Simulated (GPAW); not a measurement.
# Li K-edge XANES of LiRh (P-6m2)

How does the Li K edge of LiRh (P-6m2) move when the bonds are compressed or stretched?

Calculated with GPAW 26.7.0; X-ray absorption from dipole matrix elements to empty bands, plane-wave PAW LDA.

Report form: the programs' logs are mostly left out.

### Step 1. Starting point

Symmetry: P-6m2, No. 187, hexagonal system. Conventional cell: a = 2.652 Å, b = 2.652 Å, c = 4.327 Å, α = 90.00°, β = 90.00°, γ = 120.00°. Nearest to Rh lie 6 Li at 2.65 Å and 6 Rh at 2.65 Å. Li has 6 Rh at 2.65 Å and 6 Li at 2.65 Å nearest. Farther neighbours are not listed.

Coordinates:

```xyz
2
Lattice="2.6523 0.0000 0.0000 -1.3262 2.2970 0.0000 0.0000 0.0000 4.3266" Properties=species:S:1:pos:R:3 pbc="T T T"
Rh    1.3262    0.7657    0.0000
Li    0.0000    0.0000    2.1633
```

### Step 2. Ground state of the crystal

The ground state comes first: it tells whether the system has a gap, which decides how the excited electron is treated.

scf.py reads:

```python
import numpy as np
from ase import Atoms
from ase.parallel import parprint, paropen
from gpaw import GPAW, PW, FermiDirac, Mixer, MixerDif, setup_paths
from gpaw.test import gen
setup_paths.insert(0, '.')
gen('Li', name='nch1s', xcname='LDA', corehole=(1, 0, 0), write_xml=True)
from gpaw.mpi import world
world.barrier()

atoms = Atoms('RhLi',
    cell=[[2.65230046, 0, 0],
     [-1.32615023, 2.29695958, 0],
     [0, 0, 4.32660441]],
    scaled_positions=[[0.66666667, 0.33333333, 0],
     [0, 0, 0.5]],
    pbc=True)
atoms.calc = calc = GPAW(legacy_gpaw=True, mode=PW(500, force_complex_dtype=True), xc='LDA', setups={1: 'nch1s'},
    kpts={'size': (11, 11, 6), 'gamma': True}, occupations=FermiDirac(0.05),
    charge=0, mixer=Mixer(0.1, 5, 50), maxiter=150,
    convergence={'density': 0.0001, 'eigenstates': 1e-6}, txt='scf.txt')
energy = atoms.get_potential_energy() + calc.get_reference_energy()
ef = calc.get_fermi_level()
out = dict(energy=energy, fermi=ef, forces=atoms.get_forces().tolist())
parprint(f'all-electron energy {energy:.4f} eV, Fermi level {ef:.4f} eV')
ev = np.array([[calc.get_eigenvalues(k, s) for k in range(len(calc.get_ibz_k_points()))] for s in range(calc.get_number_of_spins())])
out['homo'], out['lumo'], out['counts'] = ev[ev < ef].max(), ev[ev > ef].min(), sorted(set((ev < ef).sum((0, 2)).tolist()))
out['filled'] = (ev[:, 0] < ef).sum(1).tolist()
import json
with paropen('out.json', 'w') as f:
    json.dump(out, f)
```

The run is started by

```console
$ OMP_NUM_THREADS=1 mpirun -n 4 gpaw python scf.py
```

Wall time 13 s (4 MPI ranks of Arm Neoverse N1, shared host); peak memory 0.17 GiB.

The mesh shows no gap, so the system is treated as a metal and the core electron is put at the Fermi level (neutral cell).

### Step 3. Supercell without a hole, the energy reference

The photon energy needs a difference of total energies, so the cell and mesh of the coming hole run are first run without a hole.

scf.py, as its differences from that of step 2:

```diff
@@ -10,11 +10,25 @@
 
-atoms = Atoms('RhLi',
-    cell=[[2.65230046, 0, 0],
-     [-1.32615023, 2.29695958, 0],
-     [0, 0, 4.32660441]],
-    scaled_positions=[[0.66666667, 0.33333333, 0],
-     [0, 0, 0.5]],
+atoms = Atoms('Rh8Li8',
+    cell=[[-3.97845069, 2.29695958, 4.32660441],
+     [3.97845069, -2.29695958, 4.32660441],
+     [2.65230046, 4.59391915, -4.32660441]],
+    scaled_positions=[[0.04166667, 0.20833333, 0.25],
+     [0.54166667, 0.70833333, 0.25],
+     [0.91666667, 0.58333333, 0.5],
+     [0.41666667, 0.08333333, 0.5],
+     [0.29166667, 0.45833333, 0.75],
+     [0.79166667, 0.95833333, 0.75],
+     [0.66666667, 0.33333333, 0],
+     [0.16666667, 0.83333333, 0],
+     [0.25, 0.25, 0],
+     [0.75, 0.75, 0],
+     [0.125, 0.625, 0.25],
+     [0.625, 0.125, 0.25],
+     [0.5, 0.5, 0.5],
+     [0, 0, 0.5],
+     [0.875, 0.375, 0.75],
+     [0.375, 0.875, 0.75]],
     pbc=True)
-atoms.calc = calc = GPAW(legacy_gpaw=True, mode=PW(500, force_complex_dtype=True), xc='LDA', setups={1: 'nch1s'},
-    kpts={'size': (11, 11, 6), 'gamma': True}, occupations=FermiDirac(0.05),
+atoms.calc = calc = GPAW(legacy_gpaw=True, mode=PW(500, force_complex_dtype=True), xc='LDA', setups={8: 'nch1s'},
+    kpts={'size': (4, 4, 4), 'gamma': True}, occupations=FermiDirac(0.1),
     charge=0, mixer=Mixer(0.1, 5, 50), maxiter=150,
```

The job ended after 4 min (4 MPI ranks; peak memory 0.41 GiB; 16 min of CPU time).

Reference energy: -1041758.724 eV with the cores included.

### Step 4. Spectrum with XCH, Li atom 2

The holes are 6.3 Å apart. In GPAW the data set carries the hole's charge, so charge=0 means a charged cell and charge=-1 a neutral one. The excited electron is kept in the cell, where it fills the lowest empty states and screens the hole. After the field has converged, empty bands are computed with the density fixed and the dipole matrix elements are summed.

The absorber has 6 Rh at 2.65 Å and 6 Li at 2.65 Å (anticuboctahedral, as in hcp, site symmetry -6m2).

xas.py reads:

```python
import numpy as np
from ase import Atoms
from ase.parallel import parprint, paropen
from gpaw import GPAW, PW, FermiDirac, Mixer, MixerDif, setup_paths
from gpaw.test import gen
setup_paths.insert(0, '.')
gen('Li', name='fch1s', xcname='LDA', corehole=(1, 0, 1), write_xml=True)
from gpaw.mpi import world
world.barrier()

atoms = Atoms('Rh8Li8',
    cell=[[-3.97845069, 2.29695958, 4.32660441],
     [3.97845069, -2.29695958, 4.32660441],
     [2.65230046, 4.59391915, -4.32660441]],
    scaled_positions=[[0.04166667, 0.20833333, 0.25],
     [0.54166667, 0.70833333, 0.25],
     [0.91666667, 0.58333333, 0.5],
     [0.41666667, 0.08333333, 0.5],
     [0.29166667, 0.45833333, 0.75],
     [0.79166667, 0.95833333, 0.75],
     [0.66666667, 0.33333333, 0],
     [0.16666667, 0.83333333, 0],
     [0.25, 0.25, 0],
     [0.75, 0.75, 0],
     [0.125, 0.625, 0.25],
     [0.625, 0.125, 0.25],
     [0.5, 0.5, 0.5],
     [0, 0, 0.5],
     [0.875, 0.375, 0.75],
     [0.375, 0.875, 0.75]],
    pbc=True)
atoms.calc = calc = GPAW(legacy_gpaw=True, mode=PW(500, force_complex_dtype=True), xc='LDA', setups={8: 'fch1s'},
    kpts={'size': (4, 4, 4), 'gamma': True}, occupations=FermiDirac(0.1),
    charge=-1, mixer=Mixer(0.1, 5, 50), maxiter=150,
    convergence={'density': 0.0001, 'eigenstates': 1e-6}, txt='scf.txt')
energy = atoms.get_potential_energy() + calc.get_reference_energy()
ef = calc.get_fermi_level()
out = dict(energy=energy, fermi=ef, forces=atoms.get_forces().tolist())
parprint(f'all-electron energy {energy:.4f} eV, Fermi level {ef:.4f} eV')
ev = np.array([[calc.get_eigenvalues(k, s) for k in range(len(calc.get_ibz_k_points()))] for s in range(calc.get_number_of_spins())])
out['homo'], out['lumo'], out['counts'] = ev[ev < ef].max(), ev[ev > ef].min(), sorted(set((ev < ef).sum((0, 2)).tolist()))
out['filled'] = (ev[:, 0] < ef).sum(1).tolist()

from ase.units import Ha
from gpaw.xas import dipole_matrix_elements
nb = int(calc.get_number_of_electrons() / 2) + 168
top, nb = nb, nb + 8 + nb // 12
nscf = calc.fixed_density(kpts={'size': (5, 5, 5), 'gamma': True}, nbands=nb,
    convergence={'bands': top, 'eigenstates': 5e-3}, maxiter=60, txt='nscf.txt')
cell = atoms.cell.array
ops = [cell.T @ U.T @ np.linalg.inv(cell.T) for U in nscf.wfs.kd.symmetry.op_scc]
E = np.arange(-6, 34, 0.1)
fwhm = np.interp(E, [4, 25], [0.9, 3.5])
Y, X, zero, highest = 0, 0, 1e9, 1e9
for spin in range(nscf.get_number_of_spins()):
    wfs = nscf.wfs
    mine = wfs.bd.get_slice()  # this rank's bands
    A = dipole_matrix_elements(wfs.setups[8])
    eps = np.zeros((wfs.kd.nibzkpts, nb))
    d = np.zeros((3, A.shape[1], wfs.kd.nibzkpts, nb), complex)
    for kpt in wfs.kpt_u:
        if kpt.s == spin and 8 in kpt.P_ani:
            eps[kpt.k, mine] = kpt.eps_n * Ha
            d[:, :, kpt.k, mine] = (kpt.weight * wfs.nspins / 2) ** 0.5 * np.inner(A, kpt.P_ani[8])
    world.sum(eps)
    world.sum(d)
    T = np.einsum('amkn,bmkn->abkn', d, d.conj()).real
    T = sum(np.einsum('ai,ijkn,bj->abkn', R, T, R) for R in ops) / len(ops)
    empty = eps > ef
    zero, highest = min(zero, eps[empty].min()), min(highest, eps[:, top - 1].min())
    lines = [(eps, T, empty)] if spin == 0 else lines + [(eps, T, empty)]
for eps, T, empty in lines:
    f = np.einsum('aakn->akn', T).reshape(3, -1)
    x = eps.ravel() - zero
    w = np.interp(x, E, fwhm) / 2.35482
    g = np.exp(-0.5 * ((E[:, None] - x) / w) ** 2) / (w * (2 * np.pi) ** 0.5)
    Y = Y + (f * empty.ravel()) @ g.T
    X = X + (f * ~empty.ravel()) @ g.T
out.update(E=E.round(2).tolist(), xas=Y.tolist(), xes=X.tolist(), zero=zero, valid=highest - zero, nk=len(eps), nb=nb)
for i in range(0, len(E), 10):
    parprint(f'{E[i]:7.2f}', *(f'{v:10.3e}' for v in Y[:, i]))
import json
with paropen('out.json', 'w') as f:
    json.dump(out, f)
```

The run is started by

```console
$ OMP_NUM_THREADS=1 mpirun -n 4 gpaw python xas.py
```

Run time: 17 min. Hardware: 4 MPI ranks; peak memory 0.99 GiB; 69 min of CPU time.

The Li K spectrum, Li atom 2, excited-electron core hole (neutral cell) (energy from the lowest empty level; intensity scaled to a mean of 1 over the first 20 eV; polarised curves are means over the symmetry-equivalent atoms):

| E (eV) | isotropic | ε ⊥ c | ε ∥ c |
| --- | --- | --- | --- |
| -2.0 | 0.00 | 0.00 | 0.00 |
| -1.0 | 0.00 | 0.00 | 0.00 |
| 0.0 | 0.14 | 0.16 | 0.10 |
| 1.0 | 1.00 | 1.30 | 0.42 |
| 2.0 | 1.46 | 1.77 | 0.84 |
| 3.0 | 0.89 | 0.88 | 0.91 |
| 4.0 | 0.59 | 0.53 | 0.71 |
| 5.0 | 0.84 | 0.95 | 0.62 |
| 6.0 | 0.75 | 0.83 | 0.60 |
| 7.0 | 1.38 | 1.36 | 1.43 |
| 8.0 | 1.27 | 1.17 | 1.47 |
| 9.0 | 1.26 | 1.12 | 1.55 |
| 10.0 | 1.31 | 1.12 | 1.69 |
| 11.0 | 1.61 | 1.46 | 1.92 |
| 12.0 | 1.77 | 1.78 | 1.74 |
| 13.0 | 1.37 | 1.38 | 1.35 |
| 14.0 | 0.90 | 0.90 | 0.91 |
| 15.0 | 0.71 | 0.77 | 0.60 |
| 16.0 | 0.71 | 0.79 | 0.54 |
| 17.0 | 0.64 | 0.71 | 0.51 |
| 18.0 | 0.53 | 0.58 | 0.45 |
| 19.0 | 0.53 | 0.58 | 0.43 |
| 20.0 | 0.59 | 0.66 | 0.44 |
| 21.0 | 0.61 | 0.68 | 0.46 |
| 22.0 | 0.58 | 0.63 | 0.49 |
| 23.0 | 0.55 | 0.57 | 0.52 |
| 24.0 | 0.53 | 0.52 | 0.53 |
| 25.0 | 0.52 | 0.49 | 0.56 |
| 26.0 | 0.52 | 0.47 | 0.63 |
| 27.0 | 0.54 | 0.45 | 0.72 |
| 28.0 | 0.55 | 0.43 | 0.78 |
| 29.0 | 0.55 | 0.44 | 0.78 |
| 30.0 | 0.55 | 0.46 | 0.73 |
| 31.0 | 0.54 | 0.49 | 0.64 |
| 32.0 | 0.52 | 0.51 | 0.55 |

Main maxima below 24 eV (height): 1.8 eV (1.48), 4.9 eV (0.84), 7.2 eV (1.42), 11.8 eV (1.79) and 20.8 eV (0.61). A K edge sees empty p states on the absorber.

The total-energy difference is 55.89 eV. One term is added: -3.34 eV, since the hole is spin-paired here and a spin-polarised one costs that much less in the free atom (computed apart). The photon energy is then 52.55 eV. The tabulated edge of the element is 54.7 eV. The functional leaves an error in such absolute values: in the free atom LDA prices this hole 1.0 eV below PBE (computed apart), and PBE is itself good to a few eV.

### Step 5. Reference energy of the supercell

The cell changes for the next run, so it gets a reference energy of its own.

The cell differs from the one that the last finished run ended in (a 6.311 → 6.115 Å, b 6.311 → 6.115 Å, c 6.845 → 6.633 Å).

scf.py, as its differences from that of step 3:

```diff
@@ -11,5 +11,5 @@
 atoms = Atoms('Rh8Li8',
-    cell=[[-3.97845069, 2.29695958, 4.32660441],
-     [3.97845069, -2.29695958, 4.32660441],
-     [2.65230046, 4.59391915, -4.32660441]],
+    cell=[[-3.85532603, 2.22587352, 4.19270513],
+     [3.85532603, -2.22587352, 4.19270513],
+     [2.57021735, 4.45174704, -4.19270513]],
     scaled_positions=[[0.04166667, 0.20833333, 0.25],
```

The run is started by

```console
$ OMP_NUM_THREADS=1 mpirun -n 4 gpaw python scf.py
```

The job ended after 2.7 min (4 MPI ranks; peak memory 0.37 GiB; 11 min of CPU time).

Reference energy: -1041758.685 eV with the cores included.

### Step 6. Spectrum with XCH, Li atom 2

Shorter bonds are expected to push antibonding states and scattering resonances up, and longer ones down; the cell is scaled to test that.

Changed against the first core-hole run: volume scale from 1 to 0.91.

xas.py, as its differences from that of step 4:

```diff
@@ -11,5 +11,5 @@
 atoms = Atoms('Rh8Li8',
-    cell=[[-3.97845069, 2.29695958, 4.32660441],
-     [3.97845069, -2.29695958, 4.32660441],
-     [2.65230046, 4.59391915, -4.32660441]],
+    cell=[[-3.85532603, 2.22587352, 4.19270513],
+     [3.85532603, -2.22587352, 4.19270513],
+     [2.57021735, 4.45174704, -4.19270513]],
     scaled_positions=[[0.04166667, 0.20833333, 0.25],
@@ -45,5 +45,5 @@
 from gpaw.xas import dipole_matrix_elements
-nb = int(calc.get_number_of_electrons() / 2) + 168
+nb = int(calc.get_number_of_electrons() / 2) + 157
 top, nb = nb, nb + 8 + nb // 12
-nscf = calc.fixed_density(kpts={'size': (5, 5, 5), 'gamma': True}, nbands=nb,
+nscf = calc.fixed_density(kpts={'size': (6, 6, 6), 'gamma': True}, nbands=nb,
     convergence={'bands': top, 'eigenstates': 5e-3}, maxiter=60, txt='nscf.txt')
```

The run is started by

```console
$ OMP_NUM_THREADS=1 mpirun -n 4 gpaw python xas.py
```

It took 15 min on 4 MPI ranks; peak memory 0.93 GiB; 61 min of CPU time.

| E (eV) | first run | this run |
| --- | --- | --- |
| -2.0 | 0.00 | 0.00 |
| -1.0 | 0.00 | 0.00 |
| 0.0 | 0.14 | 0.14 |
| 1.0 | 1.00 | 1.01 |
| 2.0 | 1.46 | 1.42 |
| 3.0 | 0.89 | 0.95 |
| 4.0 | 0.59 | 0.59 |
| 5.0 | 0.84 | 0.82 |
| 6.0 | 0.75 | 0.67 |
| 7.0 | 1.38 | 1.13 |
| 8.0 | 1.27 | 1.33 |
| 9.0 | 1.26 | 1.19 |
| 10.0 | 1.31 | 1.23 |
| 11.0 | 1.61 | 1.32 |
| 12.0 | 1.77 | 1.66 |
| 13.0 | 1.37 | 1.70 |
| 14.0 | 0.90 | 1.26 |
| 15.0 | 0.71 | 0.85 |
| 16.0 | 0.71 | 0.70 |
| 17.0 | 0.64 | 0.68 |
| 18.0 | 0.53 | 0.61 |
| 19.0 | 0.53 | 0.50 |
| 20.0 | 0.59 | 0.49 |
| 21.0 | 0.61 | 0.55 |
| 22.0 | 0.58 | 0.58 |
| 23.0 | 0.55 | 0.57 |
| 24.0 | 0.53 | 0.54 |
| 25.0 | 0.52 | 0.52 |
| 26.0 | 0.52 | 0.51 |
| 27.0 | 0.54 | 0.52 |
| 28.0 | 0.55 | 0.53 |
| 29.0 | 0.55 | 0.54 |
| 30.0 | 0.55 | 0.55 |
| 31.0 | 0.54 | 0.54 |
| 32.0 | 0.52 | 0.53 |

This run also has another mesh (6×6×6 against 5×5×5), so the 14 % r.m.s. difference can't be laid on the changed setting alone. The highest intensity below 16 eV goes from 11.8 eV (1.79) to 12.6 eV (1.76).

The photon energy of the zero moves by -0.15 eV.

### Step 7. Reference energy of the supercell

The cell differs from the one that the last finished run ended in (a 6.115 → 6.182 Å, b 6.115 → 6.182 Å, c 6.633 → 6.706 Å).

scf.py, as its differences from that of step 5:

```diff
@@ -11,5 +11,5 @@
 atoms = Atoms('Rh8Li8',
-    cell=[[-3.85532603, 2.22587352, 4.19270513],
-     [3.85532603, -2.22587352, 4.19270513],
-     [2.57021735, 4.45174704, -4.19270513]],
+    cell=[[-3.89723503, 2.25006969, 4.23828158],
+     [3.89723503, -2.25006969, 4.23828158],
+     [2.59815669, 4.50013939, -4.23828158]],
     scaled_positions=[[0.04166667, 0.20833333, 0.25],
```

The run is started by

```console
$ OMP_NUM_THREADS=1 mpirun -n 4 gpaw python scf.py
```

It took 2.8 min on 4 MPI ranks; peak memory 0.39 GiB.

Reference energy: -1041758.877 eV with the cores included.

### Step 8. Spectrum with XCH, Li atom 2

Changed against the first core-hole run: volume scale from 1 to 0.94.

xas.py, as its differences from that of step 6:

```diff
@@ -11,5 +11,5 @@
 atoms = Atoms('Rh8Li8',
-    cell=[[-3.85532603, 2.22587352, 4.19270513],
-     [3.85532603, -2.22587352, 4.19270513],
-     [2.57021735, 4.45174704, -4.19270513]],
+    cell=[[-3.89723503, 2.25006969, 4.23828158],
+     [3.89723503, -2.25006969, 4.23828158],
+     [2.59815669, 4.50013939, -4.23828158]],
     scaled_positions=[[0.04166667, 0.20833333, 0.25],
@@ -45,5 +45,5 @@
 from gpaw.xas import dipole_matrix_elements
-nb = int(calc.get_number_of_electrons() / 2) + 157
+nb = int(calc.get_number_of_electrons() / 2) + 161
 top, nb = nb, nb + 8 + nb // 12
-nscf = calc.fixed_density(kpts={'size': (6, 6, 6), 'gamma': True}, nbands=nb,
+nscf = calc.fixed_density(kpts={'size': (5, 5, 5), 'gamma': True}, nbands=nb,
     convergence={'bands': top, 'eigenstates': 5e-3}, maxiter=60, txt='nscf.txt')
```

The run is started by

```console
$ OMP_NUM_THREADS=1 mpirun -n 4 gpaw python xas.py
```

It took 13 min on 4 MPI ranks; peak memory 0.92 GiB; 52 min of CPU time.

| E (eV) | first run | this run |
| --- | --- | --- |
| -2.0 | 0.00 | 0.00 |
| -1.0 | 0.00 | 0.00 |
| 0.0 | 0.14 | 0.15 |
| 1.0 | 1.00 | 1.00 |
| 2.0 | 1.46 | 1.45 |
| 3.0 | 0.89 | 0.90 |
| 4.0 | 0.59 | 0.58 |
| 5.0 | 0.84 | 0.85 |
| 6.0 | 0.75 | 0.68 |
| 7.0 | 1.38 | 1.23 |
| 8.0 | 1.27 | 1.30 |
| 9.0 | 1.26 | 1.22 |
| 10.0 | 1.31 | 1.25 |
| 11.0 | 1.61 | 1.41 |
| 12.0 | 1.77 | 1.74 |
| 13.0 | 1.37 | 1.61 |
| 14.0 | 0.90 | 1.12 |
| 15.0 | 0.71 | 0.78 |
| 16.0 | 0.71 | 0.69 |
| 17.0 | 0.64 | 0.68 |
| 18.0 | 0.53 | 0.58 |
| 19.0 | 0.53 | 0.50 |
| 20.0 | 0.59 | 0.52 |
| 21.0 | 0.61 | 0.58 |
| 22.0 | 0.58 | 0.59 |
| 23.0 | 0.55 | 0.57 |
| 24.0 | 0.53 | 0.54 |
| 25.0 | 0.52 | 0.52 |
| 26.0 | 0.52 | 0.51 |
| 27.0 | 0.54 | 0.52 |
| 28.0 | 0.55 | 0.54 |
| 29.0 | 0.55 | 0.55 |
| 30.0 | 0.55 | 0.55 |
| 31.0 | 0.54 | 0.54 |
| 32.0 | 0.52 | 0.52 |

The scaled spectrum changes by 9 % r.m.s. The highest intensity below 16 eV goes from 11.8 eV (1.79) to 12.3 eV (1.77).

The photon energy of the zero moves by -0.10 eV.

### Step 9. Reference energy of the supercell

The cell differs from the one that the last finished run ended in (a 6.182 → 6.434 Å, b 6.182 → 6.434 Å, c 6.706 → 6.980 Å).

scf.py, as its differences from that of step 7:

```diff
@@ -11,5 +11,5 @@
 atoms = Atoms('Rh8Li8',
-    cell=[[-3.89723503, 2.25006969, 4.23828158],
-     [3.89723503, -2.25006969, 4.23828158],
-     [2.59815669, 4.50013939, -4.23828158]],
+    cell=[[-4.05647934, 2.34200944, 4.41146133],
+     [4.05647934, -2.34200944, 4.41146133],
+     [2.70431956, 4.68401887, -4.41146133]],
     scaled_positions=[[0.04166667, 0.20833333, 0.25],
```

The run is started by

```console
$ OMP_NUM_THREADS=1 mpirun -n 4 gpaw python scf.py
```

The job ended after 4.1 min (4 MPI ranks; peak memory 0.42 GiB; 16 min of CPU time).

Reference energy: -1041758.038 eV with the cores included.

[end of part 1 of 2]

[Logs are printed without paths, hosts, clocks, repeated set-up lines and the standing remarks that a program may print on its own settings, such as how far it seeks lower states.]

[Hosts, paths, dates, database ids (printed as entryN), source tags and the programs' standing remarks are cut or masked in the printed files.]

[Lists of maxima count a maximum above −3 eV only where it reaches 4 % of the highest in the window and stands out from its surroundings by 2 % of it (1.5 % where it reaches 55 %); shoulders and weaker maxima are passed over, and of the rest the first, up to two pre-edge ones and the few strongest are named.]
